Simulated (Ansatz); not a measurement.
## MgO (Fm-3m):Na_i (void), thermodynamic levels from a 54-atom cell

Wanted: the transition levels of a interstitial in MgO (Fm-3m), from a cell of 54 host atoms with 1 Na put in.

Calculated with Ansatz 0.2.0; place-levels on r2SCAN runs: charge-transition levels and formation energies with image-charge correction and potential alignment at the atomic sites; PAW set soft_1.

**Measured values to reproduce.**

For MgO, rocksalt (bulk crystal), “Electronic structure of alkaline earth and post-transition metal oxides” (2009, arxiv:0908.1581) quotes earlier work: band gap (literature experimental gap) 7.83 eV [Literature value based on experiment; other listed experimental values range from 7.7 to …].

This is a report of a sequence of runs, with most program output left out.

## 1. Set-up

The cell holds 55 atoms: 27 Mg, 27 O and 1 Na. Cell: a = 8.925 Å, b = 8.925 Å, c = 8.925 Å, α = 60.0°, β = 60.0°, γ = 60.0°. It derives from MgO (space group Fm-3m). Nearest the centre at fractional (0.250, 0.250, 0.917): Na55 at 0.00 Å, Mg25 at 1.82 Å, O2 at 1.82 Å, Mg19 at 1.82 Å, O24 at 1.82 Å, O12 at 1.82 Å, Mg7 at 1.82 Å, Mg29 at 1.82 Å.

Screening for the image-charge correction: ε∞ = 3.24, ε0 = 10.37, from a response run on this crystal (DFPT, PBEsol) at that run's own cell.

The cell's shortest repeat is 8.9 Å.

## 2. Charge states

Levels follow from differences of total energies between charge states, each relaxed by itself.

Random displacements of about 0.05 Å break the site symmetry at the start, so that the relaxation can reach a distorted minimum if there is one. Forces are taken at one point at (¼, ¼, ¼). The cell holds 1 electron fewer than the neutral one, with a uniform background that keeps it neutral on the whole.

The sampling was tested on the host first: at the k-points planned (1x1x1 shifted 0.25 0.25 0.25) its energy lies 0.020 eV an atom from the dense-mesh value, under the bound of 0.02 eV set for this test; that bounds the host's error, not the defect's.

One state's input; the others differ in charge, spin, start and seed, and in occupations where the table says so.

qp1.relax/input.yaml reads:

```yaml
crystal:
  lattice:
    - [0.0, 6.31124291, 6.31124291]
    - [6.31124291, 0.0, 6.31124291]
    - [6.31124291, 6.31124291, 0.0]
  atoms:
    - { symbol: Mg, position: [0.0, 0.0, 0.0] }
    - { symbol: O, position: [0.16666667, 0.16666667, 0.16666667] }
    - { symbol: Mg, position: [0.0, 0.0, 0.33333333] }
[... 2 atom lines left out ...]
    - { symbol: O, position: [0.16666667, 0.16666667, 0.83333333] }
    - { symbol: Mg, position: [0.0, 0.33333333, 0.0] }
    - { symbol: O, position: [0.16666667, 0.5, 0.16666667] }
    - { symbol: Mg, position: [0.0, 0.33333333, 0.33333333] }
[... 2 atom lines left out ...]
    - { symbol: O, position: [0.16666667, 0.5, 0.83333333] }
    - { symbol: Mg, position: [0.0, 0.66666667, 0.0] }
    - { symbol: O, position: [0.16666667, 0.83333333, 0.16666667] }
[... 4 atom lines left out ...]
    - { symbol: Mg, position: [0.33333333, 0.0, 0.0] }
    - { symbol: O, position: [0.5, 0.16666667, 0.16666667] }
    - { symbol: Mg, position: [0.33333333, 0.0, 0.33333333] }
[... 2 atom lines left out ...]
    - { symbol: O, position: [0.5, 0.16666667, 0.83333333] }
    - { symbol: Mg, position: [0.33333333, 0.33333333, 0.0] }
[... 3 atom lines left out ...]
    - { symbol: Mg, position: [0.33333333, 0.33333333, 0.66666667] }
    - { symbol: O, position: [0.5, 0.5, 0.83333333] }
[... 1 atom line left out ...]
    - { symbol: O, position: [0.5, 0.83333333, 0.16666667] }
[... 4 atom lines left out ...]
    - { symbol: Mg, position: [0.66666667, 0.0, 0.0] }
[... 6 atom lines left out ...]
    - { symbol: O, position: [0.83333333, 0.5, 0.16666667] }
[... 10 atom lines left out ...]
    - { symbol: Na, position: [0.25, 0.25, 0.916667] }
  host:
    repeats: [3, 3, 3]
    atoms:
      - { symbol: Mg, position: [0.0, 0.0, 0.0] }
      - { symbol: O, position: [0.5, 0.5, 0.5] }
total_charge: 1
basis:
  ecutwfc: 500
  xc_grid: 2
hamiltonian:
  xc: r2scan
  pseudopotentials: { kind: paw, azcp: { folder: soft_1 } }
kpoints:
  mp_grid: { grid: [1, 1, 1], shift: [0.25, 0.25, 0.25] }
scf:
  occupations: { method: fixed }
  max_iter: 80
output:
  forces: true
  charged_corrections:
    epsilon: 3.24
    static_epsilon: 10.37
    defect_position: [0.25, 0.25, 0.916667]
relax:
  f_tol: 0.02
  max_steps: 80
  random_displacement: { amplitude: 0.05, seed: 6952 }
checkpoint:
  write: "../qp1.relax.run"
  compress: false
  write_wavefunctions: true
  write_every: 100000
```

Started as:

```console
> ansatz run input.yaml --threads 4 --pin off --max-ram 7536MiB --backend cpu --events-out ev --progress --plain --runs-dir out
```

The relaxed structure is kept and the sampling changed to a 2×2×2 shifted mesh.

The run of this state that the levels use, under r2SCAN:

qp1.point/input.yaml reads:

```yaml
crystal:
  checkpoint: "../qp1.relax.run"
  host: checkpoint
total_charge: 1
basis:
  ecutwfc: 500
  xc_grid: 2
hamiltonian:
  xc: r2scan
  pseudopotentials: { kind: paw, azcp: { folder: soft_1 } }
kpoints:
  mp_grid: { grid: [2, 2, 2], shift: [0.5, 0.5, 0.5] }
scf:
  occupations: { method: fermi_dirac, width: 0.01 }
  max_iter: 80
output:
  forces: true
  eigenvalues: true
  charged_corrections:
    epsilon: 3.24
    static_epsilon: 10.37
    defect_position: [0.25, 0.25, 0.916667]
  eigenstates: { localisation: true }
  populations: true
  band_densities: [{ bands: [v1, v1] }, { bands: [c1, c1] }]
  write_density: true
  write_potential: true
  volumetric_format: npy
  elf: true
checkpoint:
  read: "../qp1.relax.run"
  write: "../qp1.point.run"
  compress: false
  write_wavefunctions: false
  write_every: 100000
```

Relaxations under r2SCAN at one point at (¼, ¼, ¼); times on 4 threads of Intel Xeon Platinum 8259CL at 2.50GHz (Skylake/Cascade Lake), shared host:

```tsv
charge	moment (μB)	occupations	outcome	steps	largest displacement against the far atoms (Å)	time
0	1	fixed	converged	7	0.32	3.3 min
+1	0	fixed	converged	9	0.32	1.8 min
```

Single points under r2SCAN at a 2×2×2 shifted mesh; times on 4 threads of Intel Xeon Platinum 8259CL at 2.50GHz (Skylake/Cascade Lake), shared host:

```tsv
charge	moment (μB)	occupations	outcome	time
0	1	fermi-dirac	converged	2.6 min
+1	0	fermi-dirac	converged	57 s
```

Distances (Å) from Na55 to the nearest atoms after relaxation with r2SCAN:

```tsv
charge	moment (μB)	1.	2.	3.	4.	5.	6.
0	1	O 1.95	O 1.95	O 1.95	O 1.95	Mg 2.14	Mg 2.14
+1	0	O 1.94	O 1.94	O 1.94	O 1.95	Mg 2.13	Mg 2.13
```

## 3. Placing the levels, r2SCAN

A charged cell interacts with its images and the background, and its potential has another zero than the host's. place-levels removes the first by a point-charge model, screened by the static dielectric constant since the ions have relaxed around the charge, and the second by comparing potentials at atoms far from the defect.

The host is a run of the defect-free crystal in the same cutoffs, grids and k-points, so that basis and sampling errors cancel in part in the differences. The host is run in a cell of 2 atoms on a matching mesh. Its band edges are searched through the zone by a band path, so the gap is smaller than, or equal to, that on the mesh. Chemical potentials are energies per atom of Na (bcc), run with the same functional and cutoff.

levels.point.yaml reads:

```yaml
host:
  run: host.point.run
states: [q0_M1.point.run, qp1.point.run]
geometry_from:
  q0_M1.point.run: q0_M1.relax.run
  qp1.point.run: qp1.relax.run
chemical_potentials:
  Na:
    energy: -1488.616329
    dataset: <sha256 of the dataset>
epsilon: 3.24
static_epsilon: 10.37
vertical:
  - { from: qp1.point.run, to: qp1.point_neutral.run }
```

Started as:

```console
> ansatz place-levels levels.point.yaml -- --threads 4 --pin off --max-ram 7536MiB
```

Wall time 0.34 s (4 threads of Intel Xeon Platinum 8259CL at 2.50GHz (Skylake/Cascade Lake), shared host).

Levels between the charges placed, in eV above the valence top:

```tsv
	gap (eV)	(+1/0)
r2SCAN	5.68	5.72
```

Corrections by state:

```tsv
charge	moment (μB)	image terms and alignment (eV)	band filling (eV)	ε used	over the lowest of its charge, as the program ranks them, band filling apart (eV)
+1	0.0	0.546	-	10.37	0.000
0	1.0	0.000	-0.673	-	0.000
```

The charged structures listed were also run neutral, and place-levels reads from each pair, by the potential or the spins, how wide the charge is by which they differ; that can be the carrier of either run.

```tsv
charge	rms radius (Å)	spread where it is widest against the cell (Å)	wide from (Å)	reading
+1	4.0	2.30	1.26	wide
```

The neutral runs of these pairs need not share the spin of the lowest neutral state, and very wide values only mean spread over the cell.

From the program's caveats on the states, each cut to its opening words:

- charge +1: it parts from the run at its places by a charge that spreads by about 2.3 Å along one vector (1.3 Å or more is wide), by its potential at epsilon 3.24, taken [...]
- charge 0 (1 μB): a band-filling correction moves a carrier to the host's band edge, which changes its energy by -0.673 eV
- charge 0 (1 μB): its moments are held at its close (magnetization.spin_locking), by a field of 0.397 eV a Bohr magneton, and its energy and levels are of the state that this [...]
- charge 0 (1 μB): flagged: stability check not made

Formation energies (eV), elemental references (Δμ(Na) = 0.00 eV):

```tsv
charge	Fermi level at the valence top	at the conduction bottom
+1	4.24	9.92
0	9.96	9.96
```

## 4. Effect of the sampling

The relaxations' own energies give the levels at their sampling, for comparison.

levels.relax_mesh.yaml reads:

```yaml
host:
  run: host.relax.run
states: [q0_M1.relax.run, qp1.relax.run]
chemical_potentials:
  Na:
    energy: -1488.616329
    dataset: <sha256 of the dataset>
```

Started as:

```console
> ansatz place-levels levels.relax_mesh.yaml -- --threads 4 --pin off --max-ram 7536MiB
```

Wall time 0.13 s (4 threads).

Levels between neighbouring charges, in eV above the valence top:

```tsv
	gap (eV)	(+1/0)
one point at (¼, ¼, ¼)	5.66	5.70
a 2×2×2 shifted mesh	5.68	5.72
```

Going from one point at (¼, ¼, ¼) to a 2×2×2 shifted mesh moves formation energies against the elements by up to 0.02 eV; band-filling terms, which differ between samplings, are in these energies.

## 5. Summary of results

```json
{"gap of the host": "5.68 eV (r2SCAN)", "level (plus 1/0)": "5.72 eV above the valence top, past the conduction bottom (6.39 eV above the valence top without the band-filling term)", "lowest of the charges placed, just above the valence top (0.02 eV)": "+1", "lowest of the charges placed, just below the conduction bottom (0.02 eV)": "+1", "lowest formation energy at mid-gap of the charges run, elemental references": "7.08 eV"}
```

In words: Of the charges placed (0 and +1), +1 is the lowest from 0.02 eV above the valence top to 0.02 eV below the conduction bottom, a gap of 5.68 eV. Charges above +1 and below 0 were not placed, so these runs say nothing of levels that involve them. States placed: +1 at 0 μB; 0 at 1 μB. Other spin states or structures, where not listed, weren't placed. The program finds carriers beyond a band edge of the host and adds a band-filling term at charge 0 (-0.67 eV); steps to such a charge show no bound level, and a defect level inside a band would be read the same way. Na is taken at its element; compounds, which aren't counted here, bound the chemical potentials and would shift these formation energies. Going from one point at (¼, ¼, ¼) to a 2×2×2 shifted mesh moves formation energies against the elements by up to 0.02 eV; band-filling terms, which differ between samplings, are in these energies. Limits: the images are only 8.9 Å apart; r2SCAN makes the gap too small and tends to spread out bound carriers; where a gas molecule sets a chemical potential or the host's formation energy, its binding is uncorrected.

Calculation against experiment:

```
                             quantity  measured           r2SCAN
band gap (least gap of the host) (eV)      7.83  5.68 (-2.15 eV)
```

Measured values from arxiv:0908.1581 (2009).

How well it matches: The band gap is off by -2.15 eV: a clear miss. Local and semilocal functionals usually give gaps below the measured ones. Zero-point and thermal motion shift the measured gap.

[Logs are printed without paths, hosts, clocks, repeated set-up lines and the standing remarks that a program may print on its own settings, such as how far it seeks lower states.]

[Hosts, paths, dates, database ids (printed as entryN), source tags and the programs' standing remarks are cut or masked in the printed files.]

[Where a table of states has a column of steps, it counts the stored structures, which are thinned; the runs took as many ionic steps or more.]

[A defect's name tells the site on which it was built; relaxed atoms can leave that site.]

[For some hosts the program warned that the k-mesh of the response run may be too coarse for force constants and the static dielectric constant; such warnings are not shown here.]
